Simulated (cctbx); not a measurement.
# What is wrong with this refinement?

Cell a = 9.8980 Å, b = 8.6850 Å, c = 6.4800 Å, α = 90.00°, β = 100.12°, γ = 90.00°; space group C2/m (no. 12).

Simulated single-crystal data (cctbx): Cu Kα, λ = 1.54184 Å, to d = 0.8 Å, 80 % of the full sphere, strongest reflection 20000 counts, noise from counting, a 3 % proportional error and a noise floor of 15 counts (s.d.); no absorption.

An anisotropic refinement with weights 1/σ² prints:

```text
Rint 0.030, 599 unique reflections to 0.80 A
cycle     R1     wR2    GooF  max shift (A)
   1  0.1058  0.2387   6.917   0.00244
   2  0.0445  0.1139   3.299   0.00003
final R1 0.0445 wR2 0.1138 GooF 3.299  parameters 52  data/parameter 11.5
atom        x        y        z      Ueq    occ   su(xyz)  su(Uiso or U11)
La1    0.84665  0.50000  0.65409   0.0037  1.000  0.00018  0.0006
Fe1    0.60348  0.50000  0.90325  -0.0095  1.000  0.00036  0.0011  NPD
Fe2    0.90103  0.24439  0.33721   0.0089  1.000  0.00038  0.0012
Ge1    0.15927  0.50000  0.85705   0.0203  1.000  0.00051  0.0016
Fe3    0.75000  0.75000  0.00000   0.0063  1.000  0.00000  0.0016
Fe4    0.00000  0.00000  0.50000   0.0069  1.000  0.00000  0.0022
Fe5    0.00000  0.71566  0.00000   0.0060  1.000  0.00037  0.0015
Fe6    0.35598  0.63674  0.71440   0.0035  1.000  0.00035  0.0010
H1     0.25000  0.75000  0.50000   0.0001  1.000  0.00000  0.0574
difference map: max 5.50 min -4.08 rms 0.63
Q1    0.0882  0.0000  0.9296    4    5.59  0.25 A from Fe1
Q2    0.1524  0.5000  0.3176    4    1.53  0.18 A from La1
Q3    0.1935  0.5000  0.0329    4    1.36  1.13 A from Ge1
Q4    0.2358  0.0000  0.0587    4    1.19  1.09 A from Ge1
Q5    0.0457  0.5000  0.1740    4    1.17  1.40 A from La1
Q6    0.0724  0.4296  0.8800    8    1.11  1.09 A from Ge1
```

**Question.** Can this result stand? If not, what is the likely fault?

Mend it. The fault: elements exchanged: Ge1 is Fe and Fe1 is Ge. Against the right model at the same level, R1 goes from 0.0141 to 0.0445 and GooF from 0.89 to 3.30, U of Fe1 shrinks from 0.0049 to -0.0095 Å², U of Ge1 swells from 0.0043 to 0.0203 Å², the top difference peak, 5.6 e/Å³, lies on Fe1, a hole of -4.1 e/Å³ opens and Fe1 goes non-positive-definite. Ge1 has 6 electrons too many and its U swells to shed them, as expected; Fe1 has 6 electrons too few and its U shrinks to make up, as expected.

The compound is La2Fe15Ge2H2. The right model at the same level gives:

```text
Rint 0.030, 599 unique reflections to 0.80 A
cycle     R1     wR2    GooF  max shift (A)
   1  0.0212  0.0484   1.404   0.00122
   2  0.0141  0.0308   0.892   0.00000
final R1 0.0141 wR2 0.0308 GooF 0.892  parameters 52  data/parameter 11.5
atom        x        y        z      Ueq    occ   su(xyz)  su(Uiso or U11)
La1    0.84661  0.50000  0.65409   0.0036  1.000  0.00005  0.0002
Ge1    0.60350  0.50000  0.90303   0.0049  1.000  0.00010  0.0003
Fe1    0.90095  0.24434  0.33705   0.0089  1.000  0.00010  0.0003
Fe2    0.15945  0.50000  0.85731   0.0043  1.000  0.00014  0.0004
Fe3    0.75000  0.75000  0.00000   0.0058  1.000  0.00000  0.0004
Fe4    0.00000  0.00000  0.50000   0.0062  1.000  0.00000  0.0006
Fe5    0.00000  0.71580  0.00000   0.0060  1.000  0.00010  0.0004
Fe6    0.35608  0.63658  0.71467   0.0038  1.000  0.00009  0.0003
H1     0.25000  0.75000  0.50000   0.0056  1.000  0.00000  0.0169
difference map: max 0.93 min -0.98 rms 0.24
Q1    0.1957  0.5000  0.0252    4    0.95  1.08 A from Fe2
Q2    0.0472  0.5000  0.1738    4    0.85  1.39 A from La1
Q3    0.0521  0.4342  0.4511    8    0.81  1.43 A from La1
Q4    0.1242  0.3287  0.8534    8    0.79  1.42 A from Fe1
Q5    0.2147  0.0431  0.3336    8    0.79  1.08 A from Fe6
Q6    0.0000  0.3478  0.5000    4    0.78  1.59 A from Fe1
```

This is a model crystal, built by substitution and not relaxed, with assumed displacement parameters.

[Middle refinement cycles are left out of these outputs.]

[Logs are printed without paths, hosts, clocks, repeated set-up lines and the standing remarks that a program may print on its own settings, such as how far it seeks lower states.]
